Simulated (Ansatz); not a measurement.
# How fast states decay through NaYI4, part 2 of 4

Wanted: the relaxed cell of NaYI4, its band edges and its decay constants. It is built by putting I for F in the NaYF4 structure of space group P4/mmm, with the volume rescaled by atomic radii. The parent structure comes from the Materials Project.

Ansatz 0.2.0; PBEsol DFT, plane waves, PAW files (the session's first sound run).

So far. Step 2 (Cell and atoms at rest): The largest force component on a free atom ends at 0.0078 eV/Å.

The structure was built from a prototype and need not be the compound's stable phase.

## (3) Band edges

The energy window and the wavevectors of the next steps follow from the band edges, so these are searched first, off the mesh as well.

input.yaml reads:

```yaml
crystal:
  lattice:
    - [5.3233546622, 0.0, 0.0]
    - [0.0, 5.3233546622, 0.0]
    - [0.0, 0.0, 7.7749318077]
  atoms:
    - { symbol: Na, position: [0.0, 0.0, 0.0] }
    - { symbol: "Y", position: [0.5, 0.5, 0.5] }
    - { symbol: I, position: [0.5, 0.0, 0.73469474] }
    - { symbol: I, position: [0.0, 0.5, 0.26530526] }
    - { symbol: I, position: [0.5, 0.0, 0.26530526] }
    - { symbol: I, position: [0.0, 0.5, 0.73469474] }
kpoints:
  mp_grid: { grid: [6, 6, 4] }
  band_path: { path: [VBM, CBM], npoints: 30 }
scf:
  occupations: { method: fixed }
hamiltonian:
  xc: pbesol
output:
  eigenvalues: true
  write_potential: true
  write_density: true
  volumetric_format: npy
  elf: true
```

On the command line:

```sh
ansatz run input.yaml --threads 2 --pin off --max-ram 4096MiB --backend cpu --events-out ev --progress --plain --runs-dir out
```

Numbers of over 12 decimals in the logs are rounded to 6 here.

Output:

```text
[...]
Crystal: 6 atoms, lattice volume = 220.327 Å³
Basis set: ecut = 420 eV, 4281 PW (Γ)
Bands: 53, of which v1, the nominal top of the filled ones, is band 44 counted from 1 (43 counted from 0)
Symmetry: 16 space group operations
[...]
k-points: 30 of 144
[...]
SCF iter   1: F=—  HF=-35007.212648 eV  |F-HF|=—  |Δ(HF+E_count)|=         —  Δρ=2.30e-3  dr2=1.03e-2  ethr=1.77e-3  ⟨swp⟩=5.2  Hψ=5355  notcnv=0  defer=210
[...]
SCF iter   8: F=-35007.212525 eV  HF=-35007.212525 eV  |F-HF|=3.41e-8  |Δ(HF+E_count)|=   3.47e-7  Δρ=1.48e-6  dr2=5.80e-9  ethr=1.14e-10  ⟨swp⟩=13.7  Hψ=7114  notcnv=0
SCF 1 converged in 8 iterations: F = -35007.212525 eV  dr2 = 5.80e-9
[...]
NSCF: frozen V_eff on 40 k-points
[...]
SCF converged after 8 iterations
Free energy (F): -35007.212525 eV
[...]
Internal energy: -35007.212525 eV  (E = F + TS)
E sigma→0 (E₀):  -35007.212525 eV
Fermi energy:    6.123050 eV
[...]
--- Band table (eV; the first three rows and the last of 30) ---
  k-point 0: bands = [... 40 lower, 5.0726, 5.2443, 5.2443, 5.7074, 7.1607, 7.6024, 8.8568, 9.3890, ... 5 higher]
  k-point 1: bands = [... 40 lower, 5.0905, 5.2131, 5.2131, 5.2324, 7.2487, 7.6060, 9.4588, 9.4588, ... 5 higher]
  k-point 2: bands = [... 40 lower, 5.1154, 5.1154, 5.1754, 5.1754, 7.3195, 7.6097, 9.3201, 9.3201, ... 5 higher]
  k-point 29: bands = [... 40 lower, 4.5004, 5.5228, 5.8548, 5.9880, 7.6398, 7.9970, 8.5046, 8.5046, ... 5 higher]
```

Wall time 43 s (2 threads of Arm Neoverse V2, shared host); peak memory 0.64 GiB; 84 s of CPU time.

The column dr2 measures how far the density is from self-consistency, as an energy; F and HF (Harris–Foulkes) agree once it is small.

Numbers from this step:

- Fermi energy: 6.123 eV
- gap on the k-mesh: 1.038 eV
- gap on path: 1.038 eV, by band count; negative where bands overlap
- direct gap on path: 1.351 eV
- edge places on path: 0, 0.8346 1/A along the path

The electronic bands at the labelled points (eV, zero at the Fermi level (highest filled level under fixed occupations); v1 is the highest filled band, c1 the lowest empty one):

| point | v4 | v3 | v2 | v1 | c1 | c2 | c3 | c4 |
| --- | --- | --- | --- | --- | --- | --- | --- | --- |
| VBM | -1.21 | -0.52 | -0.39 | 0.00 | 1.35 | 1.36 | 2.60 | 2.60 |
| halfway | -1.22 | -0.96 | -0.84 | -0.47 | 1.57 | 1.70 | 2.62 | 2.83 |
| CBM | -1.05 | -0.88 | -0.88 | -0.42 | 1.04 | 1.48 | 2.73 | 3.27 |

Electrostatic potential energy in the ac plane at fractional y = 0.000, with atoms of Na and I within 0.2 Å of it. With pseudopotentials it is smooth inside the atoms' cores, unlike the true potential.

Ten even steps from '0' (-16 eV) to '9' (11 eV), each cell a mean:
```
005899999998720
247899888898863
778887534688887
889973122168998
999861598238999
999861699327999
999971375148999
999985111379999
999998766789999
999999988999999
999999999999999
999999878899999
999997423589999
999973122158999
999961599238999
999861699327999
999972254148999
888986212478888
567898767888875
026899999998740
004789999998610
```
Columns run along a (5.3 Å; values clipped at the 3rd and 97th percentile), rows up along c (7.8 Å). Atoms in or near the plane, at fractional coordinates: Na at (0.00, 0.00), I at (0.50, 0.73), I at (0.50, 0.27).

Valence density in the ac plane at fractional y = 0.000, with atoms of Na and I within 0.2 Å of it. It is the smooth field of the valence electrons, not physical close to the nuclei.

Values in e/Å³, 21 rows by 15 columns, each cell a mean:
```
12  4  0  0  0  0  0  0  0  0  0  0  0  1  8
 2  1  0  0  0  0  0  0  0  0  0  0  0  0  1
 0  0  0  0  0  0  1  1  1  0  0  0  0  0  0
 0  0  0  0  0  1  2  3  2  1  0  0  0  0  0
 0  0  0  0  0  1  6 12 10  3  1  0  0  0  0
 0  0  0  0  0  1  8 17 14  4  1  0  0  0  0
 0  0  0  0  0  1  4  8  7  2  1  0  0  0  0
 0  0  0  0  0  0  1  1  1  1  0  0  0  0  0
 0  0  0  0  0  0  0  0  0  0  0  0  0  0  0
 0  0  0  0  0  0  0  0  0  0  0  0  0  0  0
 0  0  0  0  0  0  0  0  0  0  0  0  0  0  0
 0  0  0  0  0  0  0  0  0  0  0  0  0  0  0
 0  0  0  0  0  0  1  1  1  0  0  0  0  0  0
 0  0  0  0  0  1  2  4  3  1  0  0  0  0  0
 0  0  0  0  0  1  7 14 12  3  1  0  0  0  0
 0  0  0  0  0  1  8 16 13  4  1  0  0  0  0
 0  0  0  0  0  1  3  7  5  2  1  0  0  0  0
 0  0  0  0  0  0  1  1  1  1  0  0  0  0  0
 0  0  0  0  0  0  0  0  0  0  0  0  0  0  0
 6  2  0  0  0  0  0  0  0  0  0  0  0  1  4
18  7  1  0  0  0  0  0  0  0  0  0  0  2 12
```
Columns run along a (5.3 Å), rows up along c (7.8 Å). Atoms in or near the plane, at fractional coordinates: Na at (0.00, 0.00), I at (0.50, 0.73), I at (0.50, 0.27).

ELF in the ac plane at fractional y = 0.000, with atoms of Na and I within 0.2 Å of it. It is the smooth field of the valence electrons, not physical close to the nuclei.

Ten even steps from '0' (0.00) to '9' (0.81), each cell a mean:
```
573002233210166
640048888872025
100499988997200
002799766899500
003898533689610
003897343589610
002797534689510
001588777897400
000357777774100
000012333321000
000001222110000
000135666642100
001478877886300
002698756788410
003897433689610
003897443589610
003898645799610
001599878998300
420279999984003
762024566541047
364000111100165
```
Columns run along a (5.3 Å), rows up along c (7.8 Å). Atoms in or near the plane, at fractional coordinates: Na at (0.00, 0.00), I at (0.50, 0.73), I at (0.50, 0.27).

The searched edges give 1.04 eV, as on the mesh.

## (4) Complex bands, plane (100)

This step: PBEsol DFT, plane waves, PAW files; complex bands by layer matching along the plane's normal (Ansatz 0.2.0).

The same crystal is laid in a cell whose first two vectors span the (100) plane (indices of the standard conventional cell, whose axes can be ordered otherwise than in the bulk input). At fixed energy and wavevector in the plane the solver finds all kz, real and complex. A few wavevectors are listed, (0, 0) and (-0.5, 0) in units of the plane's reciprocal vectors; the slowest state needn't be among them.

input.yaml reads:

```yaml
crystal:
  lattice:
    - [5.323354662, 0.0, 0.0]
    - [0.0, 7.774931808, 0.0]
    - [0.0, 0.0, 5.323354662]
  atoms:
    - { symbol: Na, position: [0.0, 0.0, 0.0] }
    - { symbol: "Y", position: [0.5, 0.5, 0.5] }
    - { symbol: I, position: [0.0, 0.73469474, 0.5] }
    - { symbol: I, position: [0.5, 0.26530526, 0.0] }
    - { symbol: I, position: [0.0, 0.26530526, 0.5] }
    - { symbol: I, position: [0.5, 0.73469474, 0.0] }
kpoints:
  mp_grid: { grid: [4, 4, 4] }
scf:
  occupations: { method: fixed }
hamiltonian:
  xc: pbesol
output:
  eigenvalues: true
  transmission:
    leads: [[0, 0]]
    kpoints: [[0.0, 0.0], [-0.5, 0.0]]
    e_range: [-1.0, 2.04]
    de: 0.06
```

Output:

```text
[...]
Crystal: 6 atoms, lattice volume = 220.327 Å³
Basis set: ecut = 420 eV, 4281 PW (Γ)
Bands: 53, of which v1, the nominal top of the filled ones, is band 44 counted from 1 (43 counted from 0)
Symmetry: 16 space group operations
[...]
k-points: 18 of 64
[...]
SCF iter   1: F=—  HF=-35007.210658 eV  |F-HF|=—  |Δ(HF+E_count)|=         —  Δρ=2.29e-3  dr2=1.02e-2  ethr=1.77e-3  ⟨swp⟩=5.1  Hψ=3225  notcnv=0  defer=126
[...]
SCF iter   8: F=-35007.210570 eV  HF=-35007.210570 eV  |F-HF|=3.43e-8  |Δ(HF+E_count)|=   3.42e-7  Δρ=1.48e-6  dr2=5.76e-9  ethr=1.14e-10  ⟨swp⟩=14.1  Hψ=4393  notcnv=0
SCF 1 converged in 8 iterations: F = -35007.210570 eV  dr2 = 5.76e-9
[...]
transmission: 8 of 16 steps passed
transmission: 16 of 16 steps passed
SCF converged after 8 iterations
Free energy (F): -35007.210570 eV
[...]
Internal energy: -35007.210570 eV  (E = F + TS)
E sigma→0 (E₀):  -35007.210570 eV
Fermi energy:    6.123646 eV
[...]
--- Band table (eV; the first three rows and the last of 18) ---
  k-point 0: bands = [... 40 lower, 5.0730, 5.2447, 5.2447, 5.7079, 7.1601, 7.6018, 8.8569, 9.3883, ... 5 higher]
  k-point 1: bands = [... 40 lower, 4.7385, 4.7687, 4.9498, 5.4946, 7.5280, 7.9567, 8.8979, 8.9814, ... 5 higher]
  k-point 2: bands = [... 40 lower, 4.0723, 4.2027, 4.8900, 5.2448, 7.5636, 8.1446, 8.8432, 8.8771, ... 5 higher]
  k-point 17: bands = [... 40 lower, 4.5005, 5.5232, 5.8554, 5.9886, 7.6390, 7.9965, 8.5038, 8.5038, ... 5 higher]
--- Transmission ---
  basis      : 357 plane waves across, 8 finite elements along
  points     : 2, as listed
  energies   : 51 from -1.000000 to 2.000000 eV about the Fermi level, 0.060000 eV apart; the leads are filled to 0.518223 eV, and channels, transmission and decay are at 0.500000 eV
  crystal 0  : Na1I4Y1, at the sites [0, 0], period 5.3234 Å: whole cells are its period
    offset         : up to 0.0000 Å between an atom of the period and one for which it stands
    channels       : 0.000000e0 a spin
    conductance    : none, the energies end too early or step too widely for 300 K: set another output.transmission.e_range or a lower de, or, where they end at an eighth of basis.ecutwfc, a higher one
    slowest decay  : 0.1905 /Å at (0.0000, 0.0000)
```

Run time: 2.6 min. Hardware: 2 threads; peak memory 1.2 GiB; 4.4 min of CPU time.

A gap read on the k-mesh alone can miss the band edges.

This step gave:

```
free energy                                               : -35007.2106 eV
Fermi energy                                              : 6.124 eV
gap on the k-mesh                                         : 1.036 eV
level to which the leads are filled                       : 0.5182 eV from the Fermi level
decay constant at the filling level, zone centre          : 0.1905 Å⁻¹
decay constant at the filling level, slowest listed point : 0.1905 Å⁻¹
```

K parallel (0, 0); values up to 1.5 1/Å, a degenerate pair printed once or twice; energies at which all values exceed this have no row. Im kz of the slowest decaying states against energy, zero at the highest filled level on the SCF mesh:

| energy (eV) | decay 1 (Å⁻¹) | decay 2 (Å⁻¹) | decay 3 (Å⁻¹) | decay 4 (Å⁻¹) |
| --- | --- | --- | --- | --- |
| -1.00 | 0.0582 | 0.0702 | 0.213 | 0.447 |
| -0.88 | 0.0187 | 0.104 | 0.125 | 0.455 |
| -0.70 | 0.142 | 0.159 | 0.167 | 0.172 |
| -0.52 | 0.167 | 0.202 | 0.211 | 0.219 |
| -0.40 | 0.0901 | 0.179 | 0.204 | 0.217 |
| -0.28 | 0.188 | 0.226 | 0.229 | 0.272 |
| -0.10 | 0.198 | 0.242 | 0.287 | 0.302 |
| 0.02 | 0.201 | 0.247 | 0.317 | 0.318 |
| 0.08 | 0.202 | 0.249 | 0.326 | 0.331 |
| 0.20 | 0.202 | 0.252 | 0.339 | 0.354 |
| 0.32 | 0.200 | 0.252 | 0.351 | 0.370 |
| 0.50 | 0.191 | 0.250 | 0.353 | 0.367 |
| 0.68 | 0.171 | 0.242 | 0.337 | 0.379 |
| 0.80 | 0.148 | 0.234 | 0.326 | 0.387 |
| 0.92 | 0.111 | 0.222 | 0.315 | 0.378 |
| 1.10 | 0.196 | 0.300 | 0.323 | 0.402 |
| 1.28 | 0.154 | 0.247 | 0.285 | 0.405 |
| 1.40 | 0.102 | 0.148 | 0.275 | 0.399 |
| 1.52 | 0.125 | 0.265 | 0.391 | 0.415 |
| 1.70 | 0.192 | 0.250 | 0.376 | 0.419 |
| 1.88 | 0.215 | 0.232 | 0.359 | 0.421 |
| 2.00 | 0.219 | 0.221 | 0.345 | 0.421 |

K parallel (0, 0). Re kz of states that move upwards against energy, zero at the highest filled level on the SCF mesh:

```
energy (eV)  channel 1 (Å⁻¹)  channel 2 (Å⁻¹)
      -1.00           -0.159           -0.138
      -0.88          -0.0138          -0.0124
      -0.82           -0.454                -
      -0.70           -0.347                -
      -0.58           -0.258                -
      -0.46           -0.139                -
      -0.40                -                -
      -0.28                -                -
      -0.16                -                -
      -0.04                -                -
       0.02                -                -
       0.14                -                -
       0.26                -                -
       0.32                -                -
       0.44                -                -
       0.56                -                -
       0.68                -                -
       0.74                -                -
       0.86                -                -
       0.98                -                -
       1.04           0.0210                -
       1.16            0.133                -
       1.28            0.205                -
       1.40            0.291                -
       1.46                -                -
       1.58            0.129                -
       1.70            0.207                -
       1.82            0.286                -
       1.88            0.332                -
       2.00            0.486                -
```

K parallel (-0.5, 0); values up to 1.5 1/Å, a degenerate pair printed once or twice; energies at which all values exceed this have no row. Table of Im kz of the slowest decaying states by energy, zero at the highest filled level on the SCF mesh:

| energy (eV) | decay 1 (Å⁻¹) | decay 2 (Å⁻¹) | decay 3 (Å⁻¹) | decay 4 (Å⁻¹) |
| --- | --- | --- | --- | --- |
| -1.00 | 0.120 | 0.373 | 0.575 | 0.618 |
| -0.88 | 0.389 | 0.566 | 0.689 | 0.843 |
| -0.76 | 0.272 | 0.404 | 0.556 | 0.736 |
| -0.64 | 0.355 | 0.418 | 0.545 | 0.770 |
| -0.52 | 0.409 | 0.431 | 0.533 | 0.749 |
| -0.40 | 0.0990 | 0.444 | 0.449 | 0.519 |
| -0.28 | 0.105 | 0.137 | 0.456 | 0.482 |
| -0.16 | 0.152 | 0.163 | 0.467 | 0.488 |
| -0.04 | 0.183 | 0.187 | 0.471 | 0.477 |
| 0.02 | 0.0471 | 0.191 | 0.202 | 0.461 |
| 0.08 | 0.0936 | 0.199 | 0.217 | 0.432 |
| 0.20 | 0.146 | 0.212 | 0.244 | 0.399 |
| 0.32 | 0.182 | 0.223 | 0.271 | 0.375 |
| 0.44 | 0.209 | 0.232 | 0.308 | 0.353 |
| 0.56 | 0.232 | 0.239 | 0.329 | 0.331 |
| 0.68 | 0.245 | 0.252 | 0.309 | 0.322 |
| 0.80 | 0.249 | 0.268 | 0.284 | 0.313 |
| 0.92 | 0.252 | 0.257 | 0.282 | 0.301 |
| 1.04 | 0.224 | 0.254 | 0.285 | 0.294 |
| 1.16 | 0.182 | 0.254 | 0.263 | 0.264 |
| 1.28 | 0.116 | 0.157 | 0.208 | 0.253 |
| 1.40 | 0.111 | 0.251 | 0.317 | 0.320 |
| 1.52 | 0.247 | 0.320 | 0.335 | 0.698 |
| 1.64 | 0.116 | 0.241 | 0.322 | 0.348 |
| 1.76 | 0.160 | 0.234 | 0.321 | 0.358 |
| 1.88 | 0.182 | 0.225 | 0.317 | 0.368 |
| 2.00 | 0.195 | 0.212 | 0.310 | 0.377 |

K parallel (-0.5, 0). Re kz of states that move upwards against energy, zero at the highest filled level on the SCF mesh:

```csv
energy (eV),channel 1 (Å⁻¹),channel 2 (Å⁻¹),channel 3 (Å⁻¹),channel 4 (Å⁻¹)
-1.000,0.214,0.327,-,-
-0.820,0.257,0.372,0.395,-
-0.580,0.318,0.447,0.512,-
-0.400,0.369,0.554,-,-
-0.220,0.429,-,-,-
0.020,-,-,-,-
0.200,-,-,-,-
0.380,-,-,-,-
0.620,-,-,-,-
0.800,-,-,-,-
0.980,-,-,-,-
1.220,-,-,-,-
1.400,-0.484,-0.474,-,-
1.580,-0.328,-,-,-
1.820,-0.192,-,-,-
2.000,-0.0572,-,-,-
```

At the listed wavevectors the last open channel is at -0.04 eV and the next at +1.04 eV on the grid. At +0.50 eV, the grid energy nearest the filling level (the middle of the gap on the SCF mesh), the slowest state at the listed wavevectors decays with κ = 0.191 Å⁻¹, its amplitude falling by e over 5.2 Å. Through 1 nm of this crystal that state's transmission falls by exp(−2 × 0.191 Å⁻¹ × 10 Å) = 0.022.

## (5) Decay over the two-dimensional zone

The listed points could miss the slowest state, so one energy near mid-gap is solved on a mesh of 8×8.

Changes to input.yaml since step 4:

```diff
@@ -20,6 +20,2 @@
   eigenvalues: true
-  transmission:
-    leads: [[0, 0]]
-    kpoints: [[0.0, 0.0], [-0.5, 0.0]]
-    e_range: [-1.0, 2.04]
-    de: 0.06
+  transmission: { leads: [[0, 0]], kmesh: [8, 8], e_range: [0.52, 0.53], de: 0.05 }
```

Output:

```text
[...]
Crystal: 6 atoms, lattice volume = 220.327 Å³
Basis set: ecut = 420 eV, 4281 PW (Γ)
Bands: 53, of which v1, the nominal top of the filled ones, is band 44 counted from 1 (43 counted from 0)
Symmetry: 16 space group operations
[...]
k-points: 18 of 64
[...]
SCF iter   1: F=—  HF=-35007.210658 eV  |F-HF|=—  |Δ(HF+E_count)|=         —  Δρ=2.29e-3  dr2=1.02e-2  ethr=1.77e-3  ⟨swp⟩=5.1  Hψ=3225  notcnv=0  defer=126
[...]
SCF iter   8: F=-35007.210570 eV  HF=-35007.210570 eV  |F-HF|=3.43e-8  |Δ(HF+E_count)|=   3.42e-7  Δρ=1.48e-6  dr2=5.76e-9  ethr=1.14e-10  ⟨swp⟩=14.1  Hψ=4393  notcnv=0
SCF 1 converged in 8 iterations: F = -35007.210570 eV  dr2 = 5.76e-9
[...]
transmission: 28 of 175 steps passed
transmission: 56 of 175 steps passed
[...]
transmission: 175 of 175 steps passed
SCF converged after 8 iterations
Free energy (F): -35007.210570 eV
[...]
Internal energy: -35007.210570 eV  (E = F + TS)
E sigma→0 (E₀):  -35007.210570 eV
Fermi energy:    6.123646 eV
[...]
--- Band table (eV; the first three rows and the last of 18) ---
  k-point 0: bands = [... 40 lower, 5.0730, 5.2447, 5.2447, 5.7079, 7.1601, 7.6018, 8.8569, 9.3883, ... 5 higher]
  k-point 1: bands = [... 40 lower, 4.7385, 4.7687, 4.9498, 5.4946, 7.5280, 7.9567, 8.8979, 8.9814, ... 5 higher]
  k-point 2: bands = [... 40 lower, 4.0723, 4.2027, 4.8900, 5.2448, 7.5636, 8.1446, 8.8432, 8.8771, ... 5 higher]
  k-point 17: bands = [... 40 lower, 4.5005, 5.5232, 5.8554, 5.9886, 7.6390, 7.9965, 8.5038, 8.5038, ... 5 higher]
--- Transmission ---
  basis      : 357 plane waves across, 7 finite elements along
  points     : 25, standing for a mesh of 8 x 8
  energies   : 1 from 0.520000 to 0.520000 eV about the Fermi level; the leads are filled to 0.518223 eV, and channels, transmission and decay are at 0.520000 eV
  crystal 0  : Na1I4Y1, at the sites [0, 0], period 5.3234 Å: whole cells are its period
[...]
channels       : 0.000000e0 a spin
    conductance    : none, crystal 0 has no channel at the energies, or these end too early or step too widely for 300 K: set another output.transmission.e_range or a lower de, or, where they end at an eighth of basis.ecutwfc, a higher one
    slowest decay  : 0.1889 /Å at (0.0000, 0.0000)
```

The job ended after 2.9 min (2 threads; peak memory 1.5 GiB; 5.8 min of CPU time).

This step gave:

- least decay constant on the mesh: 0.1889 Å⁻¹

Slowest decay constant (1/Å; 0 where a channel is open) over k1 and k2. At 0.5200 eV from the Fermi level.

Values, 8 rows by 8 columns:
```
0.224 0.246 0.283 0.253 0.197 0.253 0.283 0.246
0.228 0.246 0.283 0.254 0.194 0.254 0.283 0.246
0.227 0.247 0.284 0.256 0.190 0.256 0.284 0.247
0.225 0.248 0.284 0.257 0.189 0.257 0.284 0.248
0.227 0.247 0.284 0.256 0.190 0.256 0.284 0.247
0.228 0.246 0.283 0.254 0.194 0.254 0.283 0.246
0.224 0.246 0.283 0.253 0.197 0.253 0.283 0.246
0.223 0.246 0.283 0.253 0.198 0.253 0.283 0.246
```
Columns: k1 (b1) from -0.5 to 0.375; rows upwards: k2 (b2) from -0.5 to 0.375.

The least value on the mesh is 0.189 Å⁻¹ at +0.52 eV. At that energy the listed points give about 0.189 Å⁻¹ by interpolation, so the mesh holds no clearly slower state.

(Part 2 of 4 ends here.)

[Logs are printed without paths, hosts, clocks, repeated set-up lines and the standing remarks that a program may print on its own settings, such as how far it seeks lower states.]

[Hosts, paths, dates, database ids (printed as entryN), source tags and the programs' standing remarks are cut or masked in the printed files.]
